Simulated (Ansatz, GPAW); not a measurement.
# Work function of a 7-layer slab of Mg(0001) at several levels

Aim: the work function of both faces of a 7-layer slab of Mg(0001), and its spread over functionals and bases.

Method: Ansatz plane waves; slab in vacuum with a dipole correction, relaxation, in the first sound run; inputs show where later runs differ, in GPAW 26.7.0 and Ansatz 0.2.0.

### 1. Set-up

The cell holds 7 atoms: 7 Mg. Cell: a = 3.210 Å, b = 3.210 Å, c = 29.639 Å, α = 90.0°, β = 90.0°, γ = 60.0°. Vacuum lies along c.

### 2. Relaxing the atoms

The atoms are relaxed first, since the surface dipole, and with it the work function, follows the positions of the outer layers. The lowest 3 atoms are held at bulk positions and keep their forces.

input.yaml

```yaml
crystal:
  lattice:
    - [3.21, 0.0, 0.0]
    - [1.605, 2.7799415461, 0.0]
    - [0.0, 0.0, 29.63912]
  atoms:
    - { symbol: Mg, position: [0.0, 0.0, 0.2361743534] }
    - { symbol: Mg, position: [0.6666666667, 0.6666666667, 0.3241162356] }
    - { symbol: Mg, position: [0.0, 0.0, 0.4120581178] }
    - { symbol: Mg, position: [0.6666666667, 0.6666666667, 0.5] }
    - { symbol: Mg, position: [0.0, 0.0, 0.5879418822] }
    - { symbol: Mg, position: [0.6666666667, 0.6666666667, 0.6758837644] }
    - { symbol: Mg, position: [0.0, 0.0, 0.7638256466] }
kpoints:
  mp_grid: { grid: [11, 11, 1] }
hamiltonian:
  xc: pbe
scf:
  occupations: { method: fermi_dirac, width: 0.1 }
efield:
  axis: 3
  dipole_correction: true
  ramp_width: 0.05
relax:
  f_tol: 0.02
  max_steps: 60
  constraints: [{ sites: [0, 1, 2] }]
output:
  write_potential: true
  write_density: true
  volumetric_format: npy
```

Started as:

```console
> ansatz run input.yaml --threads 4 --pin off --max-ram 8192MiB --backend cpu --events-out ev --progress --plain --runs-dir out
```

Numbers of over 12 decimals in the logs are rounded to 6 here.

Output:

```text
Engine: ansatz 0.2.0, aarch64-unknown-linux-gnu
Pseudopotentials: kind: paw
Pseudopotential: Mg, paw, valence charge 10, recommended cutoff 420 eV (normal), Mg.paw.azcp
Functional definition: PBE
  parameter kappa = 0.804
  parameter beta = 0.066725
  exchange = pbe_x(kappa = kappa, mu = beta*pi^2/3)
  correlation = pbe_c(beta = beta)
Crystal: 7 atoms, lattice volume = 264.488 Å³
Basis set: ecut = 420 eV, 5259 PW (Γ), exchange–correlation on 48×48×400 points (8 copies of the dense FFT grid, shifted against one another)
Bands: 42, of which v1, the nominal top of the filled ones, is band 35 counted from 1 (34 counted from 0)
Symmetry: 6 space group operations
k-points: 16 of 121 (time reversal used)
Non-local potential: Mg, projectors of the file, l = 0: 3, l = 1: 2, l = 2: 1
PAW form: soft (Blöchl's): semilocal exchange-correlation on the pseudo side does not see the compensation charge
PAW one-centre angular grid: Mg, 110 points (default); XC on 64 Gauss nodes
Initial density: superposition of atomic densities (neutral atoms: chi_scale 0, normalization atom), corrected by the library's trained network
Initial wavefunctions: pseudopotential atomic-orbital guess
Functional: x = pbe(κ = 0.804, μ = 0.219515), c = pbe(β = 0.066725)
SCF iter   1: F=—  HF=-13466.087824 eV  |F-HF|=—  |Δ(HF+E_count)|=         —  Δρ=8.88e-4  dr2=5.56e-2  ethr=1.77e-3  p=-0.000 e·Å  D=-3.38e-14 V/Å  ΔV_dip=0.00 eV  dr2_dipole=1.19e-7  V_vac-E_F(+/−)=3.78/3.78 eV  ⟨swp⟩=12.4  Hψ=3432  notcnv=0
efield: sawtooth ramp at fractional position 0.9750 (placed from the atoms, in the widest stretch of the axis that holds none; the zero of the levels goes with the place), width 0.0500; the density the first Hamiltonian is built on has a dipole p = -0.000 e·Å; the dipole correction subtracts the counter field D = -3.38e-14 V/Å, which shifts the + side's vacuum level by +0.00 eV against the − side's; the planar-averaged density in the ramp window peaks in size at 5.6e-5 e/Å³
preconditioner: auto → LDOS  [metal: Δε(μ)=0.196 eV  Ē_g=4.777 eV  σ=0.100 eV  W_gap=0.45  n_scr=20 (ndim 8)  ℏωp=8.5 eV  f_vac=0.345  D(μ)=2.30/eV (n_scr^D=10)  β→1.0]
SCF iter   2: F=—  HF=-13466.087756 eV  |F-HF|=—  |Δ(HF+E_count)|=   6.80e-5  Δρ=3.14e-4  dr2=1.32e-3  ethr=7.94e-5  p=0.000 e·Å  D=3.85e-5 V/Å  ΔV_dip=-0.00 eV  dr2_dipole=6.38e-7  V_vac-E_F(+/−)=3.77/3.77 eV  ⟨swp⟩=1.8  Hψ=881  notcnv=0
SCF iter   3: F=—  HF=-13466.087627 eV  |F-HF|=—  |Δ(HF+E_count)|=   1.29e-4  Δρ=1.04e-4  dr2=2.12e-4  ethr=1.89e-6  p=-0.000 e·Å  D=-2.06e-5 V/Å  ΔV_dip=0.00 eV  dr2_dipole=2.06e-7  V_vac-E_F(+/−)=3.74/3.74 eV  ⟨swp⟩=2.1  Hψ=809  notcnv=0
iter 4 did not close the SCF: its close was put off for the readings that it lacked (scf_convergence_deferred on its scf_iter line)
SCF iter   4: F=-13466.087605 eV  HF=-13466.087609 eV  |F-HF|=3.46e-6  |Δ(HF+E_count)|=   1.80e-5  Δρ=2.58e-5  dr2=6.36e-6  ethr=3.03e-7  p=0.000 e·Å  D=2.01e-6 V/Å  ΔV_dip=-0.00 eV  dr2_dipole=2.56e-9  V_vac-E_F(+/−)=3.74/3.74 eV  ⟨swp⟩=2.0  Hψ=755  notcnv=0
iter 5 did not close the SCF: its close was put off for the readings that it lacked (scf_convergence_deferred on its scf_iter line)
SCF iter   5: F=-13466.087609 eV  HF=-13466.087609 eV  |F-HF|=1.37e-7  |Δ(HF+E_count)|=   6.59e-8  Δρ=6.63e-6  dr2=3.44e-7  ethr=9.08e-9  p=0.000 e·Å  D=1.16e-6 V/Å  ΔV_dip=-0.00 eV  dr2_dipole=4.42e-10  V_vac-E_F(+/−)=3.73/3.73 eV  ⟨swp⟩=2.0  Hψ=791  notcnv=0
SCF iter   6: F=-13466.087609 eV  HF=-13466.087609 eV  |F-HF|=1.23e-8  |Δ(HF+E_count)|=   2.36e-8  Δρ=1.35e-6  dr2=2.03e-8  ethr=4.91e-10  p=-0.000 e·Å  D=-1.57e-7 V/Å  ΔV_dip=0.00 eV  dr2_dipole=2.28e-13  V_vac-E_F(+/−)=3.73/3.73 eV  ⟨swp⟩=7.9  Hψ=4193  notcnv=0
SCF 1 converged in 6 iterations: F = -13466.087609 eV  dr2 = 2.03e-8
  greatest PAW one-centre occupation: 1.000 electrons in one spin orbital (limit 2), on the Mg atom at site 5 (counted from 0), in its partial waves of l = 0
relax step   1: F+E_penalty+E_count = -13466.08760888 eV  Δ(F+E_penalty+E_count) = +0.000e0 eV  max|allowed force component| = 3.572e-2 eV/Å  Δτ_max = 0.0000 Å  (6 SCF iters, dr2 threshold 1.00e-5 eV, accepted)
Initial density: handed on by an earlier stage of this run
Initial wavefunctions: those handed on with the density
iter 1 solved again at ethr=3.67e-5 eV; its pass at ethr=3.10e-3 eV (dr2=2.57e-2 eV) is discarded
SCF iter   1: F=—  HF=-13466.088580 eV  |F-HF|=—  |Δ(HF+E_count)|=         —  Δρ=4.34e-4  dr2=5.24e-3  ethr=3.67e-5  p=-0.000 e·Å  D=-5.59e-8 V/Å  ΔV_dip=0.00 eV  dr2_dipole=1.54e-3  V_vac-E_F(+/−)=3.74/3.74 eV  ⟨swp⟩=1.9  Hψ=2204  notcnv=0  defer=1
efield: sawtooth ramp at fractional position 0.9750 (handed on by an earlier solve), width 0.0500; the density the first Hamiltonian is built on has a dipole p = -0.000 e·Å; the dipole correction subtracts the counter field D = -5.59e-8 V/Å, which shifts the + side's vacuum level by +0.00 eV against the − side's; the planar-averaged density in the ramp window peaks in size at 5.5e-6 e/Å³
preconditioner: auto → LDOS  [metal: Δε(μ)=0.207 eV  Ē_g=4.776 eV  σ=0.100 eV  W_gap=0.48  n_scr=20 (ndim 8)  ℏωp=8.5 eV  f_vac=0.345  D(μ)=2.28/eV (n_scr^D=10)  β→1.0]
SCF iter   2: F=—  HF=-13466.088636 eV  |F-HF|=—  |Δ(HF+E_count)|=   5.56e-5  Δρ=8.76e-5  dr2=2.50e-4  ethr=7.48e-6  p=0.001 e·Å  D=3.66e-4 V/Å  ΔV_dip=-0.01 eV  dr2_dipole=8.85e-5  V_vac-E_F(+/−)=3.73/3.74 eV  ⟨swp⟩=1.6  Hψ=683  notcnv=0  defer=1
SCF iter   3: F=—  HF=-13466.088631 eV  |F-HF|=—  |Δ(HF+E_count)|=   4.20e-6  Δρ=2.75e-5  dr2=1.65e-5  ethr=3.57e-7  p=0.000 e·Å  D=2.12e-5 V/Å  ΔV_dip=-0.00 eV  dr2_dipole=1.27e-6  V_vac-E_F(+/−)=3.74/3.74 eV  ⟨swp⟩=1.9  Hψ=753  notcnv=0  defer=1
SCF iter   4: F=—  HF=-13466.088577 eV  |F-HF|=—  |Δ(HF+E_count)|=   5.41e-5  Δρ=6.94e-6  dr2=1.35e-6  ethr=2.35e-8  p=0.000 e·Å  D=1.76e-5 V/Å  ΔV_dip=-0.00 eV  dr2_dipole=2.81e-7  V_vac-E_F(+/−)=3.74/3.74 eV  ⟨swp⟩=2.0  Hψ=769  notcnv=0  defer=1
SCF iter   5: F=-13466.088577 eV  HF=-13466.088577 eV  |F-HF|=1.47e-9  |Δ(HF+E_count)|=   2.28e-8  Δρ=1.25e-6  dr2=1.14e-8  ethr=1.43e-10  p=0.000 e·Å  D=8.61e-6 V/Å  ΔV_dip=-0.00 eV  dr2_dipole=9.51e-10  V_vac-E_F(+/−)=3.74/3.74 eV  ⟨swp⟩=8.2  Hψ=4215  notcnv=0
SCF 2 converged in 5 iterations: F = -13466.088577 eV  dr2 = 1.14e-8
  greatest PAW one-centre occupation: 1.000 electrons in one spin orbital (limit 2), on the Mg atom at site 4 (counted from 0), in its partial waves of l = 0
relax step   2: F+E_penalty+E_count = -13466.08857733 eV  Δ(F+E_penalty+E_count) = -9.684e-4 eV  max|allowed force component| = 7.886e-3 eV/Å  Δτ_max = 0.0462 Å  (5 SCF iters, accepted)
NSCF: frozen V_eff on 16 k-points
the band table was solved once a step of the walk had ended and its energy, with any forces and stress, was formed, with the checks that follow a solve (3324 applications of the Hamiltonian). They found nothing against the state; the energy, forces and stress were not computed again (output.eigenvalues in the input reference)
WARN: The output density's exchange-correlation potential varies sharply where the density is thin. Do not read a vacuum level from v_tot or v_xc, or from such a field of the output density. On a cell that repeats whose density bears no net charge and no dipole along the vacuum's axis use v_es (v_loc + v_h of the components); under efield.dipole_correction with no amplitude use v_es + v_field, which holds any externa [...]
SCF converged after 5 iterations
Free energy (F): -13466.088577 eV
Harris-Foulkes:  -13466.088577 eV  (|F-HF|=1.47e-9)
Internal energy: -13466.008192 eV  (E = F + TS)
E sigma→0 (E₀):  -13466.048385 eV
Entropy (-TS):   -0.080385 eV (-11.484 meV/atom)
Fermi energy:    1.994672 eV
Dipole field:    D = 0.000045 V/Å  (p = 0.000065 e·Å, saw-weighted, corrected)
Work function:   Φ+ = 3.7363 eV   Φ− = 3.7377 eV
Levels:          The Fermi level and band energies are counted from a zero that moves with the ramp; work functions are not
--- Per-component energies (eV) ---
  E_band       = -2756.420438
  E_kinetic    = 521.867138
  E_local      = -48964.911477  (includes V_loc(G=0)·N_el)
  E_nonlocal   = 670.115818
  E_hartree    = 22735.091706
  E_xc         = -197.293467
  E_vxc        = -254.432377  (∫ρ·V_xc dr)
  E_paw        = -2048.283423  (= ΣΔE_a)
  E_vpaw       = -199.251982  (= ΣTr[D̂ρ^β])
  E_aug_tail   = -0.000025  (compensation charges beyond the density's cutoff)
  E_efield     = 0.000000  (sawtooth field / dipole correction)
  E_vefield    = 0.000060  (∫n·V_field dr)
  E_ewald      = 13817.405539
  E_smearing   = -0.080385  (= −TS)
  E_closure    = -0.000000  (closes the sum)
  Σ components = -13466.088577   (vs F -13466.088577, Δ=0.00e0)
--- Forces (eV/Å), atoms counted from 1 ---
  atom   1  Mg     0.00000000     0.00000000    -0.01032136
  atom   2  Mg     0.00000000    -0.00000000     0.03485722
  atom   3  Mg     0.00000000     0.00000000    -0.01443267
  atom   4  Mg    -0.00000000    -0.00000000    -0.00243263
  atom   5  Mg    -0.00000000     0.00000000    -0.00168556
  atom   6  Mg     0.00000000    -0.00000000    -0.00788618
  atom   7  Mg     0.00000000     0.00000000     0.00190607
  max |Σ_I F_I| component: 4.91e-6 eV/Å
--- Band table (eV; the first three rows and the last of 16) ---
  k-point 0: bands = [... 31 lower, -3.2867, -2.4340, -1.4175, -0.2107, 0.8176, 2.3274, 3.6669, 4.7567, ... 3 higher]
  k-point 1: bands = [... 31 lower, -3.1273, -2.2757, -1.2605, -0.0541, 0.9669, 2.4782, 3.8165, 4.9090, ... 3 higher]
  k-point 2: bands = [... 31 lower, -2.6508, -1.8028, -0.7915, 0.4124, 1.4148, 2.9251, 4.2557, 5.3559, ... 3 higher]
  k-point 15: bands = [... 31 lower, 1.3330, 1.6633, 1.8246, 2.1206, 2.6249, 2.6798, 2.9182, 2.9964, ... 3 higher]
--- Relaxed structure (2 steps of the walk, 2 accepted, 0 SCFs on fresh bases) ---
  F+E_penalty+E_count = -13466.08857733 eV   max|allowed force component| = 7.886e-3 eV/Å
  atoms:
    - { symbol: Mg, position: [0, 0, 0.236174] }
    - { symbol: Mg, position: [0.666667, 0.666667, 0.3241162356] }
    - { symbol: Mg, position: [0, 0, 0.4120581178] }
    - { symbol: Mg, position: [0.666667, 0.666667, 0.499467] }
    - { symbol: Mg, position: [-1.3098800635848872e-18, 0, 0.586835] }
    - { symbol: Mg, position: [0.666667, 0.666667, 0.674324] }
    - { symbol: Mg, position: [-1.540259639978824e-18, 0, 0.762524] }
```

The job ended after 6.5 s (4 threads of Arm Neoverse V1, shared host; peak memory 0.58 GiB; 25 s of CPU time).

The steps of the relaxation:

| step | energy less that of the first step (eV) | largest force component (eV/Å) |
| --- | --- | --- |
| 1 | 0.0000 | 0.0357 |
| 2 | -0.0010 | 0.0079 |

Forces are held to the 6 operations that the run works with; a distortion that breaks them can't arise in this run.

The atoms that moved most (Å):

| atom | dx | dy | dz | length |
| --- | --- | --- | --- | --- |
| Mg6 | 0.000 | 0.000 | -0.046 | 0.046 |
| Mg7 | 0.000 | 0.000 | -0.039 | 0.039 |
| Mg5 | 0.000 | 0.000 | -0.033 | 0.033 |
| Mg4 | 0.000 | 0.000 | -0.016 | 0.016 |

This step gave:

```
free energy             : -13466.0886 eV
smearing term TS        : 0.08039 eV
symmetry operations     : 6
upper work function     : 3.736 eV
lower work function     : 3.738 eV
dipole along the normal : 6.53e-5 e·Å
dipole field            : 4.47e-5 V/Å
vacuum level above      : 5.731 eV
vacuum level below      : 5.732 eV
```

The electrostatic potential energy of an electron (with the applied field's), less the Fermi level, planar mean oscillates, so the rows of the table below give means over windows of 2.67 Å about each position, cut where the curve ends. Its maxima inside the range that stand out by 2 % of the span (Å: eV): 8.3: 1.03, 11.0: 1.01, 13.5: 0.970, 16.2: 0.944, 18.7: 0.989, 21.3: 1.03. Its minima: 7.0: -11.7, 9.6: -11.6, 12.2: -11.6, 14.8: -11.7, 17.3: -11.6, 20.0: -11.7, 22.7: -11.5.

Electrostatic potential energy of an electron (with the applied field's), less the Fermi level, planar mean against z; means over each step:

```csv
z (Å),"electrostatic potential energy of an electron (with the applied field's), less the Fermi level, planar mean (eV)"
1.33,3.74
4.00,3.59
6.67,-3.65
9.34,-3.89
12.02,-3.92
14.68,-3.92
17.36,-3.92
20.02,-3.87
22.70,-3.81
25.37,3.49
28.04,3.74
```

The valence density, planar mean oscillates, so the rows of the table below give means over windows of 2.67 Å about each position, cut where the curve ends. Its maxima inside the range that stand out by 2 % of the span (Å: e/Å³): 7.0: 1.50, 9.6: 1.50, 12.2: 1.47, 14.8: 1.51, 17.3: 1.48, 20.0: 1.51, 22.7: 1.45. Its minima: 8.3: 0.0881, 10.8: 0.0896, 13.5: 0.0911, 16.2: 0.0912, 18.7: 0.0905, 21.3: 0.0876.

The valence density, planar mean by z; means over each step:

z (Å), valence density, planar mean (e/Å³) and a bar:
```
     1.33       0.00 
     4.00       0.00 
     6.67       0.41 #############################
     9.34       0.42 ##############################
    12.02       0.42 ##############################
    14.68       0.42 ##############################
    17.36       0.42 ##############################
    20.02       0.42 ##############################
    22.70       0.41 #############################
    25.37       0.01 
    28.04       0.00
```

The relaxation lowered the energy of the cell by 9.7e-4 eV.

### 3. The slab's potential

With the geometry fixed, the planar mean of the potential gives the vacuum level on each side.

This step: GPAW, PAW setups; slab in vacuum (GPAW 26.7.0).

run.py

```python
import json
import numpy as np
from ase import Atoms
from gpaw import GPAW, PW

slab = Atoms(
    ['Mg', 'Mg', 'Mg', 'Mg', 'Mg', 'Mg', 'Mg'],
    positions=[
        [0.00000, 0.00000, 7.00000],
        [3.21000, 1.85329, 9.60652],
        [0.00000, 0.00000, 12.21304],
        [3.21000, 1.85329, 14.80376],
        [-0.00000, 0.00000, 17.39328],
        [3.21000, 1.85329, 19.98636],
        [-0.00000, 0.00000, 22.60055]],
    cell=[[3.21, 0.0, 0.0], [1.605, 2.77994, 0.0], [0.0, 0.0, 29.63912]],
    pbc=[True, True, False])

slab.calc = GPAW(mode=PW(400), xc='PBE', kpts={'size': (11, 11, 1), 'gamma': True},
                 occupations={'name': 'fermi-dirac', 'width': 0.1}, nbands='200%',
                 convergence={'density': 1e-05}, maxiter=200,
                 poissonsolver={'dipolelayer': 'xy'},
                 symmetry={'tolerance': 1e-3}, txt='slab.txt')
result = {}
energy = slab.get_potential_energy()
fermi = slab.calc.get_fermi_level()
v = slab.calc.get_electrostatic_potential().mean((0, 1)) - fermi
n = slab.calc.get_pseudo_density().mean((0, 1))
L = slab.cell[2, 2]
z = np.arange(len(v)) * L / len(v)
low, high = slab.positions[:, 2].min(), slab.positions[:, 2].max()
below, above = np.interp([low - 4.8, high + 4.8], z, v)
slopes = [np.interp(x, z, np.gradient(v, z)) for x in (low - 4.8, high + 4.8)]
eps = np.array([[slab.calc.get_eigenvalues(k, s) for k in range(len(slab.calc.get_ibz_k_points()))]
                for s in range(slab.calc.get_number_of_spins())]) - fermi
top, bottom = eps[eps < 0].max(), eps[eps > 0].min()
dipole = slab.get_dipole_moment()[2]
print(f'energy {energy:.4f} eV, Fermi level {fermi:.4f} eV, dipole {dipole:.5f} e A')
print(f'potential 4.8 A off the faces, from the Fermi level: lower {below:.4f} eV, upper {above:.4f} eV')
print(f'slope of the potential there: lower {slopes[0]:.5f}, upper {slopes[1]:.5f} eV/A')
print(f'nearest levels on the mesh: {top:.4f} and {bottom:.4f} eV')
print('magnetic moment', round(slab.get_magnetic_moment(), 3))
result.update(energy=energy, fermi=fermi, dipole=dipole, below=below, above=above, slopes=slopes, edges=[top, bottom],
              z=z.tolist(), v=v.tolist(), n=n.tolist(), positions=slab.positions.tolist(),
              forces=slab.get_forces(apply_constraint=False).tolist(), moments=slab.get_magnetic_moments().tolist())
json.dump(result, open('result.json', 'w'))
```

Started as:

```console
> OMP_NUM_THREADS=1 OPENBLAS_NUM_THREADS=1 python run.py
```

Output:

```text
energy -10.4095 eV, Fermi level 0.7241 eV, dipole 0.00003 e A
potential 4.8 A off the faces, from the Fermi level: lower 3.7369 eV, upper 3.7373 eV
slope of the potential there: lower -0.00157, upper 0.00166 eV/A
nearest levels on the mesh: -0.0958 and 0.1091 eV
magnetic moment 0.0
```

Elapsed: 5.8 min, on 1 thread; peak memory 0.28 GiB.

Numbers from this step:

| Quantity | Value |
| --- | --- |
| dipole along the normal | 3.21e-5 e·Å |
| levels nearest the Fermi level on the mesh | -0.09582, 0.1091 eV from the Fermi level |
| upper work function | 3.737 eV |
| lower work function | 3.737 eV |

The electrostatic potential energy of an electron (without an applied field's), less the Fermi level, planar mean oscillates, so the rows of the table below give means over windows of 2.65 Å about each position, cut where the curve ends. Its maxima inside the range that stand out by 2 % of the span (Å: eV): 8.3: 1.01, 10.9: 1.04, 13.5: 0.965, 16.1: 0.973, 18.7: 0.977, 21.3: 1.05. Its minima: 7.0: -9.91, 9.6: -9.86, 12.2: -9.90, 14.8: -9.94, 17.4: -9.92, 20.0: -9.87, 22.7: -9.83.

Table of electrostatic potential energy of an electron (without an applied field's), less the Fermi level, planar mean by z; means over each step:

```csv
z (Å),"electrostatic potential energy of an electron (without an applied field's), less the Fermi level, planar mean (eV)"
1.32,3.74
3.97,3.60
6.62,-3.06
9.27,-3.34
11.92,-3.38
14.57,-3.39
17.22,-3.39
19.87,-3.34
22.52,-3.33
25.17,3.37
27.82,3.74
```

The pseudo valence density, planar mean oscillates, so the rows of the table below give means over windows of 2.54 Å about each position, cut where the curve ends. Its maxima inside the range that stand out by 2 % of the span (Å: e/Å³): 7.0: 1.55, 9.5: 1.47, 12.3: 1.50, 14.8: 1.55, 17.4: 1.54, 19.9: 1.46, 22.7: 1.52. Its minima: 8.3: 0.0881, 10.8: 0.0896, 13.5: 0.0912, 16.1: 0.0912, 18.6: 0.0907, 21.4: 0.0877.

Table of pseudo valence density, planar mean by z; means over each step:

z (Å), pseudo valence density, planar mean (e/Å³) and a bar:
```
     1.27       0.00 
     3.81       0.00 
     6.35       0.41 ############################
     8.89       0.44 ##############################
    11.43       0.43 ##############################
    13.97       0.43 ##############################
    16.51       0.43 ##############################
    19.05       0.43 ##############################
    21.59       0.42 #############################
    24.13       0.09 ######
    26.67       0.00 
    29.21       0.00
```

The potential is flat to 0.002 eV/Å where it is read, so the vacuum is wide enough. The geometry is the other program's minimum; here the largest force on a free atom is 0.0079 eV/Å.

(Continued in part 2 of 3.)

[Logs are printed without paths, hosts, clocks, repeated set-up lines and the standing remarks that a program may print on its own settings, such as how far it seeks lower states.]

[Hosts, paths, dates, database ids (printed as entryN), source tags and the programs' standing remarks are cut or masked in the printed files.]
